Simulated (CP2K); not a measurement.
Two runs for the S L₂,₃ edge of thiophene. Run A: CP2K XAS_TDP, all-electron GAPW, PBEh(45%), aug-cc-pVDZ, TDA, ZORA, spin–orbit coupling. Run B differs in one setting.

First lines with a strength over 0.0003. A:

```
              atom  energy (eV)  states  strength, one atom
S4 (bonded to 2 C)       164.60       1              0.0022
                         164.91       1              0.0020
                         165.68       2              0.0017
                         166.01       1              0.0043
                         166.42       1              0.0009
```

B:

```
              atom  energy (eV)  states  strength, one atom
S4 (bonded to 2 C)       160.85       1              0.0021
                         161.07       1              0.0014
                         161.36       1              0.0005
                         161.92       3              0.0013
                         161.95       2              0.0011
```

Question: Which was it: GW2X switched on, the functional, the basis?

The functional (functional from PBEh(45%) to PBE0; the lines alone don't name the new value). A functional moves all lines by electronvolts and changes their spacings and strengths. The lowest line over the strength cut lies at 160.85 eV, against 164.60 eV (PBEh(45%), aug-cc-pVDZ).

[Banner, clock and machine lines of the logs are left out without a mark of their own.]

[Logs are printed without paths, hosts, clocks, repeated set-up lines and the standing remarks that a program may print on its own settings, such as how far it seeks lower states.]

[Hosts, paths, dates, database ids (printed as entryN), source tags and the programs' standing remarks are cut or masked in the printed files.]
